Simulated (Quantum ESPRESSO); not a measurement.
# λ and ρ(T) of Nb (Im-3m) from pw.x, ph.x and EPW, part 2 of 4

Aim: the electron–phonon coupling and the phonon-limited resistivity of Nb (Im-3m), by Wannier interpolation to fine meshes.

Quantum ESPRESSO 7.5; DFT LDA, scalar-relativistic, plane waves, PseudoDojo 0.4.1 norm-conserving pseudopotentials.

So far. Step 2 (Relaxation): The volume ends at 17.16 Å³ an atom, -6.9 % from the start. Step 3 (Ground state): The Fermi level lies at 18.70 eV and the pressure is -0.053 GPa.

### 4. Phonons on the coarse mesh

ph.x gives the dynamical matrices and the changes of the potential on a coarse q mesh, which EPW interpolates.

ph.in reads:

```
phonons
 &inputph
    prefix='x',
    outdir='./tmp',
    tr2_ph=1.0d-14,
    fildyn='x.dyn',
    fildvscf='dvscf',
    ldisp=.true.,
    nq1=6,
    nq2=6,
    nq3=6,
    alpha_mix(1)=0.5,
    amass(1)=92.9064,
 /
```

Command:

```bash
OMP_NUM_THREADS=1 mpirun -n 16 ph.x -nk 16 -in ph.in > ph.out
```

The log of the run:

```text
[banner, memory and clock lines left out]
Program PHONON v.7.5

     ./tmp/x.save/

     IMPORTANT: XC functional enforced from input :
     Exchange-correlation= PW
                           (   1   4   0   0   0   0   0)
     Any further DFT definition will be discarded
     Please, verify this is what you really want

     G-vector sticks info

     Reading collected, re-writing distributed wavefunctions in ./tmp/

     Dynamical matrices for ( 6, 6, 6)  uniform grid of q-points
     (  16 q-points):
       N         xq(1)         xq(2)         xq(3)
       1   0.000000000   0.000000000   0.000000000
       2   0.144337567   0.144337567   0.000000000
       3   0.288675135   0.288675135   0.000000000
       4  -0.433012702  -0.433012702   0.000000000
       5   0.288675135   0.144337567   0.144337567
       6   0.433012702   0.288675135   0.144337567
       7   0.577350269   0.288675135   0.288675135
       8   0.288675135   0.288675135   0.288675135
       9   0.433012702   0.433012702   0.288675135
      10   0.000000000   0.000000000   0.288675135
      11  -0.000000000  -0.144337567   0.433012702
      12  -0.866025404  -0.288675135  -0.288675135
      13  -0.721687836  -0.144337567  -0.288675135
      14  -0.000000000  -0.000000000   0.577350269
      15  -0.866025404  -0.144337567  -0.144337567
      16  -0.866025404  -0.866025404  -0.866025404

     Number and degeneracy of irreps per q-point
       N         xq(1)         xq(2)         xq(3)   N irreps
       1   0.000000000   0.000000000   0.000000000       1
        3
       2   0.144337567   0.144337567   0.000000000       3
     No degeneracy
       3   0.288675135   0.288675135   0.000000000       3
     No degeneracy
       4  -0.433012702  -0.433012702   0.000000000       3
     No degeneracy
       5   0.288675135   0.144337567   0.144337567       3
     No degeneracy
       6   0.433012702   0.288675135   0.144337567       3
     No degeneracy
       7   0.577350269   0.288675135   0.288675135       2
        1   2
       8   0.288675135   0.288675135   0.288675135       2
        1   2
       9   0.433012702   0.433012702   0.288675135       3
     No degeneracy
      10   0.000000000   0.000000000   0.288675135       2
        1   2
      11  -0.000000000  -0.144337567   0.433012702       3
     No degeneracy
      12  -0.866025404  -0.288675135  -0.288675135       3
     No degeneracy
      13  -0.721687836  -0.144337567  -0.288675135       3
     No degeneracy
      14  -0.000000000  -0.000000000   0.577350269       2
        1   2
      15  -0.866025404  -0.144337567  -0.144337567       3
     No degeneracy
      16  -0.866025404  -0.866025404  -0.866025404       1
        3

     Saving dvscf to file. Distribute only q points, not irreducible representations.

     Calculation of q =    0.0000000   0.0000000   0.0000000

     phonons

     bravais-lattice index     =            0
     lattice parameter (alat)  =       5.3186  a.u.
     unit-cell volume          =     115.8141 (a.u.)^3
     number of atoms/cell      =            1
     number of atomic types    =            1
     kinetic-energy cut-off    =      82.0000  Ry
     charge density cut-off    =     328.0000  Ry
     convergence threshold     =      1.0E-14
     beta                      =       0.5000
     number of iterations used =            4
     Exchange-correlation= PW
                           (   1   4   0   0   0   0   0)

     celldm(1)=    5.31856  celldm(2)=    0.00000  celldm(3)=    0.00000
     celldm(4)=    0.00000  celldm(5)=    0.00000  celldm(6)=    0.00000

     crystal axes: (cart. coord. in units of alat)
               a(1) = ( -0.5774  0.5774  0.5774 )
               a(2) = (  0.5774 -0.5774  0.5774 )
               a(3) = (  0.5774  0.5774 -0.5774 )

     reciprocal axes: (cart. coord. in units 2 pi/alat)
               b(1) = ( -0.0000  0.8660  0.8660 )
               b(2) = (  0.8660 -0.0000  0.8660 )
               b(3) = (  0.8660  0.8660  0.0000 )

     Atoms inside the unit cell:

     Cartesian axes

     site n.  atom      mass           positions (alat units)
        1  Nb     92.9064   tau(    1) = (    0.00000    0.00000    0.00000  )

     Computing dynamical matrix for
                    q = (   0.0000000   0.0000000   0.0000000 )

     49 Sym.Ops. (with q -> -q+G )

     G cutoff =  235.0190  (  11537 G-vectors)     FFT grid: ( 32, 32, 32)

     number of k points=    72  Marzari-Vanderbilt smearing, width (Ry)=  0.0200

     PseudoPot. # 1 for Nb read from file:
     ./pseudo/Nb.upf
     Pseudo is Norm-conserving + core correction, Zval = 13.0
     Using radial grid of 1640 points,  6 beta functions with:
                l(1) =   0
                l(2) =   0
                l(3) =   1
                l(4) =   1
                l(5) =   2
                l(6) =   2

     Mode symmetry, O_h (m-3m)  point group:

     Atomic displacements:
     There are    1 irreducible representations

     Representation     1      3 modes -  To be done

     Alpha used in Ewald sum =   2.8000

     Representation #   1 modes #   1   2   3

     Self-consistent Calculation

     Pert. #  1: Fermi energy shift (Ry) =     6.9672E-27    -3.9183E-38
     Pert. #  2: Fermi energy shift (Ry) =    -4.1736E-27     0.0000E+00
     Pert. #  3: Fermi energy shift (Ry) =    -7.7982E-27     3.5265E-38

      thresh= 1.000E-02 alpha_mix =  0.500 |ddv_scf|^2 =  2.694E-06

     Pert. #  1: Fermi energy shift (Ry) =    -2.6926E-28     1.5306E-41
     Pert. #  2: Fermi energy shift (Ry) =     3.2312E-27     3.3673E-40
     Pert. #  3: Fermi energy shift (Ry) =     6.7316E-28     0.0000E+00

      thresh= 1.641E-04 alpha_mix =  0.500 |ddv_scf|^2 =  7.934E-08

     Pert. #  1: Fermi energy shift (Ry) =    -1.4944E-26     4.7448E-40
     Pert. #  2: Fermi energy shift (Ry) =    -4.0390E-27    -3.5204E-40
     Pert. #  3: Fermi energy shift (Ry) =     3.8538E-27    -1.0714E-40

      thresh= 2.817E-05 alpha_mix =  0.500 |ddv_scf|^2 =  3.807E-09

     Pert. #  1: Fermi energy shift (Ry) =     1.0030E-26     2.2959E-41
     Pert. #  2: Fermi energy shift (Ry) =    -3.2312E-27    -8.4183E-41
     Pert. #  3: Fermi energy shift (Ry) =    -8.9194E-28     1.0331E-40

      thresh= 6.170E-06 alpha_mix =  0.500 |ddv_scf|^2 =  8.974E-12

     Pert. #  1: Fermi energy shift (Ry) =    -1.4136E-27    -2.5709E-42
     Pert. #  2: Fermi energy shift (Ry) =     1.0771E-27     5.9789E-44
     Pert. #  3: Fermi energy shift (Ry) =    -6.3109E-28    -3.5873E-43

      thresh= 2.996E-07 alpha_mix =  0.500 |ddv_scf|^2 =  1.391E-13

     Pert. #  1: Fermi energy shift (Ry) =     2.8946E-27     5.9789E-43
[...]
thresh= 7.939E-07 alpha_mix =  0.500 |ddv_scf|^2 =  3.346E-12

      thresh= 1.829E-07 alpha_mix =  0.500 |ddv_scf|^2 =  5.922E-13

      thresh= 7.696E-08 alpha_mix =  0.500 |ddv_scf|^2 =  1.321E-12

      thresh= 1.149E-07 alpha_mix =  0.500 |ddv_scf|^2 =  1.234E-13

[...]
End of self-consistent calculation

     Convergence has been achieved

     Representation #   2 mode #   2

     Self-consistent Calculation

[...]
End of self-consistent calculation

     Convergence has been achieved

     Representation #   3 mode #   3

     Self-consistent Calculation

[...]
thresh= 2.588E-08 alpha_mix =  0.500 |ddv_scf|^2 =  6.668E-16

     End of self-consistent calculation

     Convergence has been achieved

     Number of q in the star =   12
     List of q in the star:
[...]
6   0.144337567   0.144337567   0.866025404
          7  -0.144337567  -0.144337567   0.866025404
          8   0.144337567  -0.144337567  -0.866025404
          9   0.866025404   0.144337567   0.144337567
         10  -0.866025404  -0.144337567   0.144337567
         11  -0.144337567  -0.866025404   0.144337567
         12   0.144337567  -0.866025404   0.144337567

     Diagonalizing the dynamical matrix

     q = (   -0.866025404  -0.144337567  -0.144337567 )

 **************************************************************************
     freq (    1) =       5.224464 [THz] =     174.269354 [cm-1]
     freq (    2) =       6.233361 [THz] =     207.922541 [cm-1]
     freq (    3) =       6.262613 [THz] =     208.898272 [cm-1]
 **************************************************************************

     Mode symmetry, C_2v (mm2)  point group:

     freq (   1-   1) =        174.3  [cm-1]   --> A_1  D_1  S_1
     freq (   2-   2) =        207.9  [cm-1]   --> B_1  D_3  S_3
     freq (   3-   3) =        208.9  [cm-1]   --> B_2  D_4  S_4

     Calculation of q =   -0.8660254  -0.8660254  -0.8660254

     G-vector sticks info

     Title:
     phonons

     bravais-lattice index     =            0
     lattice parameter (alat)  =       5.3186  a.u.
     unit-cell volume          =     115.8141 (a.u.)^3
     number of atoms/cell      =            1
     number of atomic types    =            1
     number of electrons       =        13.00
     number of Kohn-Sham states=           11
     kinetic-energy cutoff     =      82.0000  Ry
     charge density cutoff     =     328.0000  Ry
     Exchange-correlation= PW
                           (   1   4   0   0   0   0   0)

     celldm(1)=   5.318564  celldm(2)=   0.000000  celldm(3)=   0.000000
     celldm(4)=   0.000000  celldm(5)=   0.000000  celldm(6)=   0.000000

     crystal axes: (cart. coord. in units of alat)
               a(1) = (  -0.577350   0.577350   0.577350 )
               a(2) = (   0.577350  -0.577350   0.577350 )
               a(3) = (   0.577350   0.577350  -0.577350 )

     reciprocal axes: (cart. coord. in units 2 pi/alat)
               b(1) = ( -0.000000  0.866025  0.866025 )
               b(2) = (  0.866025 -0.000000  0.866025 )
               b(3) = (  0.866025  0.866025  0.000000 )

     PseudoPot. # 1 for Nb read from file:
     ./pseudo/Nb.upf
     Pseudo is Norm-conserving + core correction, Zval = 13.0
     Using radial grid of 1640 points,  6 beta functions with:
[...]
l(5) =   2
                l(6) =   2

     atomic species   valence    mass     pseudopotential
     Nb               13.00    92.90640     Nb( 1.00)

     48 Sym. Ops., with inversion, found

   Cartesian axes

     site n.     atom                  positions (alat units)
         1        Nb     tau(   1) = (   0.0000000   0.0000000   0.0000000  )

     number of k points=   144  Marzari-Vanderbilt smearing, width (Ry)=  0.0200

     Number of k-points >= 100: set verbosity='high' to print them.

     Dense  grid:    11537 G-vectors     FFT dimensions: (  32,  32,  32)

     The potential is recalculated from file :
     ./tmp/_ph0/x.q_16/x.save/charge-density

     Starting wfcs are   10 atomic +    1 random wfcs

     Band Structure Calculation
     Davidson diagonalization with overlap

     ethr =  7.69E-11,  avg # of iterations = 15.0

     End of band structure calculation

     Number of k-points >= 100: set verbosity='high' to print the bands.

     the Fermi energy is    18.6986 ev

     Writing config to output data dir ./tmp/_ph0/x.q_16/x.save/ :
     XML data file

     phonons

     bravais-lattice index     =            0
     lattice parameter (alat)  =       5.3186  a.u.
     unit-cell volume          =     115.8141 (a.u.)^3
     number of atoms/cell      =            1
     number of atomic types    =            1
     kinetic-energy cut-off    =      82.0000  Ry
     charge density cut-off    =     328.0000  Ry
     convergence threshold     =      1.0E-14
     beta                      =       0.5000
     number of iterations used =            4
     Exchange-correlation= PW
                           (   1   4   0   0   0   0   0)

     celldm(1)=    5.31856  celldm(2)=    0.00000  celldm(3)=    0.00000
     celldm(4)=    0.00000  celldm(5)=    0.00000  celldm(6)=    0.00000

     crystal axes: (cart. coord. in units of alat)
               a(1) = ( -0.5774  0.5774  0.5774 )
               a(2) = (  0.5774 -0.5774  0.5774 )
               a(3) = (  0.5774  0.5774 -0.5774 )

     reciprocal axes: (cart. coord. in units 2 pi/alat)
               b(1) = ( -0.0000  0.8660  0.8660 )
               b(2) = (  0.8660 -0.0000  0.8660 )
               b(3) = (  0.8660  0.8660  0.0000 )

     Atoms inside the unit cell:

     Cartesian axes

     site n.  atom      mass           positions (alat units)
        1  Nb     92.9064   tau(    1) = (    0.00000    0.00000    0.00000  )

     Computing dynamical matrix for
                    q = (  -0.8660254  -0.8660254  -0.8660254 )

     49 Sym.Ops. (with q -> -q+G )

     G cutoff =  235.0190  (  11537 G-vectors)     FFT grid: ( 32, 32, 32)

     number of k points=   144  Marzari-Vanderbilt smearing, width (Ry)=  0.0200

     PseudoPot. # 1 for Nb read from file:
     ./pseudo/Nb.upf
     Pseudo is Norm-conserving + core correction, Zval = 13.0
     Using radial grid of 1640 points,  6 beta functions with:
                l(1) =   0
                l(2) =   0
                l(3) =   1
                l(4) =   1
                l(5) =   2
                l(6) =   2

     Mode symmetry, O_h (m-3m)  point group:

     Atomic displacements:
     There are    1 irreducible representations

     Representation     1      3 modes -  To be done

     Message from routine init_vloc:
     Interpolation table for Vloc re-allocated

     Alpha used in Ewald sum =   2.8000

     Representation #   1 modes #   1   2   3

     Self-consistent Calculation

      thresh= 1.000E-02 alpha_mix =  0.500 |ddv_scf|^2 =  1.807E-05

      thresh= 4.251E-04 alpha_mix =  0.500 |ddv_scf|^2 =  5.444E-07

      thresh= 7.378E-05 alpha_mix =  0.500 |ddv_scf|^2 =  5.501E-09

      thresh= 7.417E-06 alpha_mix =  0.500 |ddv_scf|^2 =  2.169E-11

      thresh= 4.658E-07 alpha_mix =  0.500 |ddv_scf|^2 =  6.771E-13

      thresh= 8.228E-08 alpha_mix =  0.500 |ddv_scf|^2 =  5.916E-14

      thresh= 2.432E-08 alpha_mix =  0.500 |ddv_scf|^2 =  1.953E-16

     End of self-consistent calculation

     Convergence has been achieved

     Number of q in the star =    1
     List of q in the star:
          1  -0.866025404  -0.866025404  -0.866025404

     Diagonalizing the dynamical matrix

     q = (   -0.866025404  -0.866025404  -0.866025404 )

 **************************************************************************
     freq (    1) =       6.587602 [THz] =     219.738735 [cm-1]
     freq (    2) =       6.587602 [THz] =     219.738735 [cm-1]
     freq (    3) =       6.587602 [THz] =     219.738735 [cm-1]
 **************************************************************************

     Mode symmetry, O_h (m-3m)  point group:

     freq (   1-   3) =        219.7  [cm-1]   --> T_1u G_15  G_4-
```

Elapsed: 13 min, on 16 MPI ranks of Arm Neoverse V1, shared host.

This step gave:

```yaml
lowest_frequency_off_the_zone_centre: 33.13 cm⁻¹
largest_magnitude_of_the_acoustic_modes_at_the_zone_centre_before_the_sum_rule: 4.737 cm⁻¹
```

Frequencies at the irreducible wavevectors:

```tsv
q1	q2	q3	star	mode 1 (cm⁻¹)	mode 2 (cm⁻¹)	mode 3 (cm⁻¹)
0	0	0	1	-4.7	-4.7	-4.7
0	0	0.1667	12	33.1	63.3	105.5
0	0	0.3333	12	106.1	121.5	160.1
0	0	-0.5	6	138.5	165.2	184.5
0	0.1667	0.1667	24	66.5	97.6	164.6
0	0.1667	0.3333	48	128.6	137.7	196.7
0	0.3333	0.3333	8	112.1	174.9	174.9
0.1667	0.1667	0.1667	8	113.9	113.9	194.3
0.1667	0.1667	0.3333	12	149.3	165.1	179.7
0.1667	0.1667	-0.1667	6	49.8	49.8	166.3
0.1667	0.3333	-0.3333	24	119.1	121.7	194.4
0.1667	-0.5	-0.5	12	128.1	179.5	185.5
0.1667	-0.5	-0.3333	24	134.4	162.8	197.3
0.3333	0.3333	-0.3333	6	178	178	191.6
0.3333	-0.5	-0.5	12	174.3	207.9	208.9
-0.5	-0.5	-0.5	1	219.7	219.7	219.7
```

The lowest mode off the zone centre lies at 33.1 cm⁻¹ and the highest of all solved modes at 220 cm⁻¹, so the solved wavevectors are stable. The acoustic modes at the centre lie within 4.7 cm⁻¹ of zero before the sum rule is imposed.

### 5. Bands for the check

Bands on a path serve later as the test of the Wannier interpolation; inside the frozen window, points that lie on the coarse mesh match by construction, and those between them test it.

bands.in reads:

```
 &control
    calculation='bands',
    prefix='x',
    outdir='./tmp',
    pseudo_dir='./pseudo',
    verbosity='high',
 /
 &system
    ibrav=0,
    nat=1,
    ntyp=1,
    ecutwfc=82.0,
    occupations='smearing',
    smearing='mv',
    degauss=0.02,
    nbnd=29,
 /
 &electrons
    conv_thr=1.0d-10,
 /
ATOMIC_SPECIES
 Nb     92.9064  Nb.upf
CELL_PARAMETERS angstrom
    -1.624931000    1.624931000    1.624931000
     1.624931000   -1.624931000    1.624931000
     1.624931000    1.624931000   -1.624931000
ATOMIC_POSITIONS crystal
 Nb     0.000000000   0.000000000   0.000000000
K_POINTS crystal
72
 0.00000000 0.00000000 0.00000000 0.01388889
 0.02941176 -0.02941176 0.02941176 0.01388889
 0.05882353 -0.05882353 0.05882353 0.01388889
 0.08823529 -0.08823529 0.08823529 0.01388889
[the list of k-points goes on]
```

Command:

```bash
OMP_NUM_THREADS=1 mpirun -n 16 pw.x -nk 16 -in bands.in > bands.out
```

The log of the run:

```text
[banner, memory and clock lines left out]
[...]
number of Kohn-Sham states=           29
```

Run time: 2.7 s. Hardware: 16 MPI ranks; 41 s of CPU time.

### 6. States on the coarse mesh

Wannier functions need the states on a full uniform k mesh, and the couplings need it to be a multiple of the q mesh.

nscf.in reads:

```
 &control
    calculation='nscf',
    prefix='x',
    outdir='./tmp',
    pseudo_dir='./pseudo',
    verbosity='high',
 /
 &system
    ibrav=0,
    nat=1,
    ntyp=1,
    ecutwfc=82.0,
    occupations='smearing',
    smearing='mv',
    degauss=0.02,
    nbnd=29,
 /
 &electrons
    conv_thr=1.0d-11,
 /
ATOMIC_SPECIES
 Nb     92.9064  Nb.upf
CELL_PARAMETERS angstrom
    -1.624931000    1.624931000    1.624931000
     1.624931000   -1.624931000    1.624931000
     1.624931000    1.624931000   -1.624931000
ATOMIC_POSITIONS crystal
 Nb     0.000000000   0.000000000   0.000000000
K_POINTS crystal
1728
 0.00000000 0.00000000 0.00000000 0.00057870
 0.00000000 0.00000000 0.08333333 0.00057870
 0.00000000 0.00000000 0.16666667 0.00057870
 0.00000000 0.00000000 0.25000000 0.00057870
[the list of k-points goes on]
```

Command:

```bash
OMP_NUM_THREADS=1 mpirun -n 16 pw.x -nk 16 -in nscf.in > nscf.out
```

The log of the run:

```text
[banner, memory and clock lines left out]
[...]
number of Kohn-Sham states=           29
     the Fermi energy is    18.6986 ev
```

It took 50 s on 16 MPI ranks.

(Part 2 of 4 ends here.)

[The logs of pw.x and epw.x are selected lines.]

[Logs are printed without paths, hosts, clocks, repeated set-up lines and the standing remarks that a program may print on its own settings, such as how far it seeks lower states.]

[Hosts, paths, dates, database ids (printed as entryN), source tags and the programs' standing remarks are cut or masked in the printed files.]
